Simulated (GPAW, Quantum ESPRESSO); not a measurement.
**KTaO3 (Pm-3m): the O K absorption edge**

Aim: the O K edge of KTaO3 (Pm-3m) by two routes, a Lanczos recursion (XSpectra) and a sum over empty bands (GPAW), to see which features are robust.

Calculated with Quantum ESPRESSO 7.5; core-hole supercells, plane-wave PAW LDA, without spin-orbit coupling (first program; GPAW 26.7.0 follows as the second).

An experiment to compare with: “Oxygen vacancy induced electronic structure modification of KTaO$_3$” (2020, arxiv:2005.13281). Oxygen vacancies were introduced into KTaO3 single crystals by annealing in a reducing atmosphere, and the resulting metallic state was studied by transport, photoluminescence and O K-edge X-ray absorption. The spectra were compared with first-principles calculations of isolated and clustered vacancies to identify a mid-gap defect state. It reports O K-edge features by XAS, total fluorescence yield on pristine single crystal; the values are set beside the results at the end.

Report form: the programs' logs are mostly left out.

**1. Starting point**

It takes space group Pm-3m (No. 221, cubic). Conventional cell: a = 3.988 Å, b = 3.988 Å, c = 3.988 Å, α = 90.00°, β = 90.00°, γ = 90.00°. Nearest to Ta lie 6 O at 1.99 Å. Nearest to K lie 12 O at 2.82 Å. O has 2 Ta at 1.99 Å and 4 K at 2.82 Å nearest. Farther neighbours and most contacts between anions are not listed.

Coordinates:

```cif
data_structure
_symmetry_space_group_name_H-M 'P 1'
_symmetry_Int_Tables_number 1
_cell_length_a 3.9883
_cell_length_b 3.9883
_cell_length_c 3.9883
_cell_angle_alpha 90.000
_cell_angle_beta 90.000
_cell_angle_gamma 90.000
_cell_volume 63.44
loop_
_atom_site_label
_atom_site_type_symbol
_atom_site_fract_x
_atom_site_fract_y
_atom_site_fract_z
_atom_site_occupancy
Ta1 Ta 0.00000 0.00000 0.00000 1
K2 K 0.50000 0.50000 0.50000 1
O3 O 0.00000 0.00000 0.50000 1
O4 O 0.00000 0.50000 0.00000 1
O5 O 0.50000 0.00000 0.00000 1
```

**2. The field without a hole (Quantum ESPRESSO)**

A plain self-consistent run shows whether there is a gap, which decides the set-up of the core-hole run.

The PAW data sets are made with ld1.x, with reconstruction data.

scf.in

```
&control
   calculation='scf', prefix='x', pseudo_dir='../pp', outdir='tmp', tprnfor=.true.
/
&system
   ibrav=0, nat=5, ntyp=4, nbnd=24
   ecutwfc=50, ecutrho=360
   occupations='smearing', smearing='mv', degauss=0.015
/
&electrons
   conv_thr=5.0e-08, electron_maxstep=120
   mixing_beta=0.5
/
ATOMIC_SPECIES
Ta 1.0 Ta.lda-spn-kjpaw.UPF
K 1.0 K.lda-spn-kjpaw.UPF
O3 1.0 O.lda-n-kjpaw.UPF
O 1.0 O.lda-n-kjpaw.UPF
CELL_PARAMETERS angstrom
  3.98830000 0.00000000 0.00000000
  0.00000000 3.98830000 0.00000000
  0.00000000 0.00000000 3.98830000
ATOMIC_POSITIONS crystal
Ta   0.00000000 0.00000000 0.00000000
K    0.50000000 0.50000000 0.50000000
O3   0.00000000 0.00000000 0.50000000
O    0.00000000 0.50000000 0.00000000
O    0.50000000 0.00000000 0.00000000
K_POINTS automatic
7 7 7 0 0 0
```

Command:

```console
> OMP_NUM_THREADS=1 mpirun --oversubscribe --bind-to none -np 4 pw.x -nk 4 -in scf.in > scf.out
```

The job ended after 13 s (4 MPI ranks of Intel Xeon Platinum 8488C (Sapphire Rapids), shared host; peak memory 0.13 GiB).

Absorbing atoms carry a label of their own (element plus a letter or digit), as the spectrum program needs them as separate species.

The mesh shows a gap of 2.13 eV, so the hole is first treated in a charged cell, without the excited electron.

**3. Spectrum without a core hole, O atom 3 (Quantum ESPRESSO)**

This cheap baseline ignores the attraction of the hole: it shows the absorber's empty states as they are in the ground state.

The absorber has 2 Ta at 1.99 Å (linear, site symmetry 4/mmm).

xspectra.in

```
&input_xspectra
   calculation='xanes_dipole', edge='K'
   prefix='x', outdir='tmp', xiabs=3, xe0=9.4167
   xonly_plot=.false., x_save_file='xanes.sav'
   xniter=3000, xcheck_conv=20, xerror=0.005
   xcoordcrys=.false., xepsilon(1)=1, xepsilon(2)=0, xepsilon(3)=0
/
&plot
   xnepoint=413, xemin=-10, xemax=45, terminator=.true., cut_occ_states=.true.
   xgamma=0.4
/
&pseudos
   filecore='../O.wfc'
/
&cut_occ
   cut_desmooth=0.1, cut_stepl=0.05, cut_stepu=0.05, cut_ierror=1e-5
/
6 6 6 0 0 0
```

Command:

```console
> OMP_NUM_THREADS=1 mpirun --oversubscribe --bind-to none -np 4 xspectra.x -nk 4 -in xspectra.in > xspectra.out
```

Wall time 39 s (4 MPI ranks); peak memory 0.11 GiB; 2.5 min of CPU time.

The O K spectrum, O atom 3, no core hole (energy from the lowest empty level; intensity scaled to a mean of 1 over the first 20 eV; the points at xe0, where the cut of filled states can leave a spike, are interpolated):

| E (eV) | intensity |
| --- | --- |
| -2.0 | 0.04 |
| -1.5 | 0.05 |
| -1.0 | 0.07 |
| -0.5 | 0.09 |
| 0.0 | 0.14 |
| 0.5 | 0.28 |
| 1.0 | 0.51 |
| 1.5 | 0.63 |
| 2.0 | 0.93 |
| 2.5 | 1.57 |
| 3.0 | 1.55 |
| 3.5 | 1.21 |
| 4.0 | 0.82 |
| 4.5 | 0.48 |
| 5.0 | 0.36 |
| 5.5 | 0.44 |
| 6.0 | 0.67 |
| 6.5 | 1.03 |
| 7.0 | 1.29 |
| 7.5 | 1.56 |
| 8.0 | 1.71 |
| 8.5 | 1.75 |
| 9.0 | 2.26 |
| 9.5 | 2.02 |
| 10.0 | 1.49 |
| 10.5 | 1.26 |
| 11.0 | 1.00 |
| 11.5 | 1.28 |
| 12.0 | 1.13 |
| 12.5 | 1.22 |
| 13.0 | 1.72 |
| 13.5 | 1.63 |
| 14.0 | 1.50 |
| 14.5 | 1.07 |
| 15.0 | 0.78 |
| 15.5 | 0.57 |
| 16.0 | 0.41 |
| 16.5 | 0.41 |
| 17.0 | 0.38 |
| 17.5 | 0.39 |
| 18.0 | 0.41 |
| 18.5 | 0.53 |
| 19.0 | 0.65 |
| 19.5 | 0.70 |
| 20.0 | 0.84 |
| 20.5 | 1.11 |
| 21.0 | 1.13 |
| 21.5 | 1.00 |
| 22.0 | 0.89 |
| 22.5 | 0.75 |
| 23.0 | 0.55 |
| 23.5 | 0.42 |
| 24.0 | 0.33 |
| 24.5 | 0.26 |
| 25.0 | 0.21 |
| 25.5 | 0.22 |
| 26.0 | 0.28 |
| 26.5 | 0.26 |
| 27.0 | 0.33 |
| 27.5 | 0.50 |
| 28.0 | 0.59 |
| 28.5 | 0.62 |
| 29.0 | 0.60 |
| 29.5 | 0.59 |
| 30.0 | 0.63 |
| 30.5 | 0.58 |
| 31.0 | 0.57 |
| 31.5 | 0.71 |
| 32.0 | 0.83 |

Main maxima below 24 eV (height): 2.6 eV (1.59), 9.2 eV (2.37), 11.6 eV (1.32), 13.1 eV (1.79) and 20.7 eV (1.20). A K edge sees empty p states; the first features are O p mixed into the empty d states of the Ta neighbours, and the broad ones above probably into the cations' higher empty bands.

**4. Another broadening**

The final state's lifetime shortens with energy, so measured features broaden above the edge; the saved Lanczos coefficients are redrawn with a width that grows.

xspectra_plot.in

```
&input_xspectra
   calculation='xanes_dipole', edge='K'
   prefix='x', outdir='tmp', xiabs=3, xe0=9.4167
   xonly_plot=.true., x_save_file='xanes.sav'
   xniter=3000, xcheck_conv=20, xerror=0.005
   xcoordcrys=.false., xepsilon(1)=1, xepsilon(2)=0, xepsilon(3)=0
/
&plot
   xnepoint=413, xemin=-10, xemax=45, terminator=.true., cut_occ_states=.true.
   gamma_mode='variable', gamma_energy(1)=4, gamma_energy(2)=25, gamma_value(1)=0.3, gamma_value(2)=2.5
/
&pseudos
   filecore='../O.wfc'
/
&cut_occ
   cut_desmooth=0.1, cut_stepl=0.05, cut_stepu=0.05, cut_ierror=1e-5
/
6 6 6 0 0 0
```

Command:

```console
> OMP_NUM_THREADS=1 xspectra.x -in xspectra_plot.in > xspectra_plot.out
```

Elapsed: 4.9 s, on 1 MPI rank; peak memory 0.04 GiB.

With a Lorentzian half width 0.3 eV up to 4 eV, rising linearly to 2.5 eV at 25 eV (counted from xe0, 1.1 eV below the zero used here), the maxima are 1.5 eV (0.63), 2.6 eV (1.80), 3.1 eV (1.70), 9.1 eV (1.75), 13.0 eV (1.27) and 20.6 eV (0.75).

**5. Reference energy of the supercell (Quantum ESPRESSO)**

The photon energy needs a difference of total energies, so the cell and mesh of the coming hole run are first run without a hole.

scf.in

```
&control
   calculation='scf', prefix='x', pseudo_dir='../pp', outdir='tmp', tprnfor=.true.
/
&system
   ibrav=0, nat=10, ntyp=3, nbnd=44
   ecutwfc=50, ecutrho=360
   occupations='fixed'
/
&electrons
   conv_thr=1.0e-07, electron_maxstep=120
   mixing_beta=0.5
/
ATOMIC_SPECIES
Ta 1.0 Ta.lda-spn-kjpaw.UPF
K 1.0 K.lda-spn-kjpaw.UPF
O 1.0 O.lda-n-kjpaw.UPF
CELL_PARAMETERS angstrom
  3.98830000 0.00000000 3.98830000
  0.00000000 3.98830000 3.98830000
  -3.98830000 0.00000000 3.98830000
ATOMIC_POSITIONS crystal
Ta   0.00000000 0.00000000 0.00000000
Ta   0.50000000 0.00000000 0.50000000
K    0.25000000 0.50000000 0.75000000
K    0.75000000 0.50000000 0.25000000
O    0.25000000 0.00000000 0.25000000
O    0.75000000 0.00000000 0.75000000
O    0.75000000 0.50000000 0.75000000
O    0.25000000 0.50000000 0.25000000
O    0.25000000 0.00000000 0.75000000
O    0.75000000 0.00000000 0.25000000
K_POINTS automatic
5 5 5 0 0 0
```

Command:

```console
> OMP_NUM_THREADS=1 mpirun --oversubscribe --bind-to none -np 4 pw.x -nk 4 -in scf.in > scf.out
```

It took 27 s on 4 MPI ranks; peak memory 0.22 GiB; 1.8 min of CPU time.

Reference energy: -893680.223 eV with the cores included.

**6. The atom with a core hole (Quantum ESPRESSO)**

The frozen core must hold the hole, so the absorber gets a data set of its own.

O.lda-n-kjpaw-1sch.ld1.in

```
&input
   title='O', zed=8., rel=1, iswitch=3, dft='PZ',
   config='1s1 2s2 2p5'
/
&inputp
   file_pseudopw='O.lda-n-kjpaw-1sch.UPF', author='',
   lpaw=.true.,
   pseudotype=3,
   lloc=-1,
   rcloc=1.1,
   which_augfun='PSQ',
   rmatch_augfun_nc=.true.,
   nlcc=.true.,
   new_core_ps=.true.,
   rcore=0.7,
   tm=.true.,
   zval=7,
   lgipaw_reconstruction=.true., use_paw_as_gipaw=.true.
/
4
2S  1  0  2.00  0.00  1.00  1.30  0.0
2S  1  0  0.00  1.00  1.00  1.30  0.0
2P  2  1  5.00  0.00  0.90  1.35  0.0
2P  2  1  0.00  0.05  0.90  1.35  0.0
```

Command:

```console
> ld1.x < O.lda-n-kjpaw-1sch.ld1.in > O.lda-n-kjpaw-1sch.ld1.out
```

It took 0.79 s on 1 MPI rank; peak memory 0.12 GiB.

Removing the core electron and adding it to the valence shell costs the free atom 530.6 eV.

**7. Supercell with FCH, O atom 3 (Quantum ESPRESSO)**

The holes are 5.6 Å apart. The excited electron is left out and a uniform background balances the charge.

Changes to scf.in since step 5:

```diff
@@ -4,5 +4,6 @@
 &system
-   ibrav=0, nat=10, ntyp=3, nbnd=44
+   ibrav=0, nat=10, ntyp=4, nbnd=44
    ecutwfc=50, ecutrho=360
    occupations='fixed'
+   tot_charge=1
 /
@@ -15,2 +16,3 @@
 K 1.0 K.lda-spn-kjpaw.UPF
+O0 1.0 O.lda-n-kjpaw-1sch.UPF
 O 1.0 O.lda-n-kjpaw.UPF
@@ -25,3 +27,3 @@
 K    0.75000000 0.50000000 0.25000000
-O    0.25000000 0.00000000 0.25000000
+O0   0.25000000 0.00000000 0.25000000
 O    0.75000000 0.00000000 0.75000000
```

Command:

```console
> OMP_NUM_THREADS=1 mpirun --oversubscribe --bind-to none -np 4 pw.x -nk 4 -in scf.in > scf.out
```

Wall time 38 s (4 MPI ranks); peak memory 0.22 GiB.

Energy with the hole: -893157.017 eV, cores included.

**8. Spectrum with FCH, O atom 3 (Quantum ESPRESSO)**

The Lanczos recursion gives the spectrum without computing empty bands; each polarisation needs a run of its own on the full k mesh. xe0 is set between filled and empty states, and states below it are cut. The file of filecore holds the core orbital, taken from the hole-free data set.

Changes to xspectra.in since step 3:

```diff
@@ -2,3 +2,3 @@
    calculation='xanes_dipole', edge='K'
-   prefix='x', outdir='tmp', xiabs=3, xe0=9.4167
+   prefix='x', outdir='tmp', xiabs=3, xe0=9.4204
    xonly_plot=.false., x_save_file='xanes.sav'
```

xspectra_1.in, as its differences from xspectra.in of step 8:

```diff
@@ -5,3 +5,3 @@
    xniter=3000, xcheck_conv=20, xerror=0.005
-   xcoordcrys=.false., xepsilon(1)=1, xepsilon(2)=0, xepsilon(3)=0
+   xcoordcrys=.false., xepsilon(1)=0, xepsilon(2)=0, xepsilon(3)=1
 /
```

Command:

```console
> OMP_NUM_THREADS=1 mpirun --oversubscribe --bind-to none -np 4 xspectra.x -nk 4 -in xspectra.in > xspectra.out
```

The job ended after 2.6 min (4 MPI ranks; peak memory 0.18 GiB; 11 min of CPU time).

The O K spectrum, O atom 3, full core hole (charged cell) (energy from the lowest empty level; intensity scaled to a mean of 1 over the first 20 eV; the points at xe0, where the cut of filled states can leave a spike, are interpolated):

| E (eV) | intensity |
| --- | --- |
| -2.0 | 0.05 |
| -1.4 | 0.06 |
| -0.8 | 0.08 |
| -0.2 | 0.13 |
| 0.4 | 0.26 |
| 1.0 | 0.52 |
| 1.6 | 0.95 |
| 2.2 | 1.42 |
| 2.8 | 1.06 |
| 3.4 | 0.81 |
| 4.0 | 0.57 |
| 4.6 | 0.49 |
| 5.2 | 0.72 |
| 5.8 | 1.03 |
| 6.4 | 1.35 |
| 7.0 | 1.93 |
| 7.6 | 2.33 |
| 8.2 | 2.44 |
| 8.8 | 2.25 |
| 9.4 | 1.64 |
| 10.0 | 1.06 |
| 10.6 | 0.85 |
| 11.2 | 1.13 |
| 11.8 | 1.18 |
| 12.4 | 1.24 |
| 13.0 | 1.34 |
| 13.6 | 1.05 |
| 14.2 | 0.91 |
| 14.8 | 0.62 |
| 15.4 | 0.42 |
| 16.0 | 0.34 |
| 16.6 | 0.32 |
| 17.2 | 0.34 |
| 17.8 | 0.43 |
| 18.4 | 0.61 |
| 19.0 | 0.74 |
| 19.6 | 0.78 |
| 20.2 | 1.06 |
| 20.8 | 1.49 |
| 21.4 | 1.02 |
| 22.0 | 0.72 |
| 22.6 | 0.56 |
| 23.2 | 0.46 |
| 23.8 | 0.40 |
| 24.4 | 0.31 |
| 25.0 | 0.24 |
| 25.6 | 0.25 |
| 26.2 | 0.31 |
| 26.8 | 0.37 |
| 27.4 | 0.53 |
| 28.0 | 0.73 |
| 28.6 | 0.80 |
| 29.2 | 0.76 |
| 29.8 | 0.90 |
| 30.4 | 0.98 |
| 31.0 | 0.88 |
| 31.6 | 1.04 |

Main maxima below 24 eV (height): 2.1 eV (1.44), 8.0 eV (2.46), 11.4 eV (1.21), 12.8 eV (1.42) and 20.8 eV (1.49). 

The hole costs E(hole) − E(ground) = 523.21 eV, and the lowest empty level of the hole cell lies at 10.28 eV, which puts the zero at 533.49 eV. One term is added: -8.83 eV, since the hole is spin-paired here and a spin-polarised one costs that much less in the free atom (computed apart). The photon energy is then 524.66 eV. The functional and the charged cell's background leave an error in such absolute values: in the free atom LDA prices this hole 4.1 eV below PBE (computed apart), and PBE is itself good to a few eV.

**9. Another broadening**

Changes to xspectra_plot.in since step 4:

```diff
@@ -2,3 +2,3 @@
    calculation='xanes_dipole', edge='K'
-   prefix='x', outdir='tmp', xiabs=3, xe0=9.4167
+   prefix='x', outdir='tmp', xiabs=3, xe0=9.4204
    xonly_plot=.true., x_save_file='xanes.sav'
```

Command:

```console
> OMP_NUM_THREADS=1 xspectra.x -in xspectra_plot.in > xspectra_plot.out
```

Wall time 5.7 s (1 MPI rank); peak memory 0.04 GiB.

With a Lorentzian half width 0.3 eV up to 4 eV, rising linearly to 2.5 eV at 25 eV (counted from xe0, 0.9 eV below the zero used here), the maxima are 2.1 eV (1.68), 8.0 eV (2.09) and 20.5 eV (0.79).

**10. Supercell with XCH, O atom 3 (Quantum ESPRESSO)**

The holes are 5.6 Å apart. The excited electron is kept in the cell, where it fills the lowest empty states and screens the hole.

Changed against the first core-hole run: core hole to XCH.

Changes to scf.in since step 7:

```diff
@@ -4,6 +4,5 @@
 &system
-   ibrav=0, nat=10, ntyp=4, nbnd=44
+   ibrav=0, nat=10, ntyp=4, nbnd=50
    ecutwfc=50, ecutrho=360
-   occupations='fixed'
-   tot_charge=1
+   occupations='smearing', smearing='gaussian', degauss=0.003
 /
```

Command:

```console
> OMP_NUM_THREADS=1 mpirun --oversubscribe --bind-to none -np 4 pw.x -nk 4 -in scf.in > scf.out
```

It took 32 s on 4 MPI ranks; peak memory 0.22 GiB; 2.1 min of CPU time.

Energy with the hole: -893145.958 eV, cores included.

**11. Excitation energy, O atom 3 (Quantum ESPRESSO)**

With the excited electron kept in the cell the system stays neutral, and the energy difference is an excitation energy by itself. In a small cell that electron takes up a good share of the lowest empty band, or all of one, which shifts the value from the true onset.

The total-energy difference is 534.26 eV. With the free-atom term of -8.83 eV for this edge, the photon energy is 525.43 eV.

**12. Ground state of the crystal (GPAW)**

The second program starts from its own ground state, on the same cell and functional.

scf.py

```python
import numpy as np
from ase import Atoms
from ase.parallel import parprint, paropen
from gpaw import GPAW, PW, FermiDirac, Mixer, MixerDif, setup_paths
from gpaw.test import gen
setup_paths.insert(0, '.')
gen('O', name='nch1s', xcname='LDA', corehole=(1, 0, 0), write_xml=True)
from gpaw.mpi import world
world.barrier()

atoms = Atoms('TaKO3',
    cell=[[3.9883, 0, 0],
     [0, 3.9883, 0],
     [0, 0, 3.9883]],
    scaled_positions=[[0, 0, 0],
     [0.5, 0.5, 0.5],
     [0, 0, 0.5],
     [0, 0.5, 0],
     [0.5, 0, 0]],
    pbc=True)
atoms.calc = calc = GPAW(legacy_gpaw=True, mode=PW(500, force_complex_dtype=True), xc='LDA', setups={2: 'nch1s'},
    kpts={'size': (6, 6, 6), 'gamma': True}, occupations=FermiDirac(0.05),
    charge=0, mixer=Mixer(0.1, 5, 50), maxiter=150,
    convergence={'density': 0.0001, 'eigenstates': 1e-6}, txt='scf.txt')
energy = atoms.get_potential_energy() + calc.get_reference_energy()
ef = calc.get_fermi_level()
out = dict(energy=energy, fermi=ef, forces=atoms.get_forces().tolist())
parprint(f'all-electron energy {energy:.4f} eV, Fermi level {ef:.4f} eV')
ev = np.array([[calc.get_eigenvalues(k, s) for k in range(len(calc.get_ibz_k_points()))] for s in range(calc.get_number_of_spins())])
out['homo'], out['lumo'], out['counts'] = ev[ev < ef].max(), ev[ev > ef].min(), sorted(set((ev < ef).sum((0, 2)).tolist()))
out['filled'] = (ev[:, 0] < ef).sum(1).tolist()
import json
with paropen('out.json', 'w') as f:
    json.dump(out, f)
```

Command:

```console
> OMP_NUM_THREADS=1 mpirun -n 4 gpaw python scf.py
```

Wall time 8.6 s (4 MPI ranks); peak memory 0.2 GiB.

The mesh shows a gap of 2.04 eV, so the hole is first treated in a charged cell, without the excited electron.

(Continued in part 2 of 2.)

[Logs are printed without paths, hosts, clocks, repeated set-up lines and the standing remarks that a program may print on its own settings, such as how far it seeks lower states.]

[Hosts, paths, dates, database ids (printed as entryN), source tags and the programs' standing remarks are cut or masked in the printed files.]

[Lists of maxima count a maximum above −3 eV only where it reaches 4 % of the highest in the window and stands out from its surroundings by 2 % of it (1.5 % where it reaches 55 %); shoulders and weaker maxima are passed over, and of the rest the first, up to two pre-edge ones and the few strongest are named.]
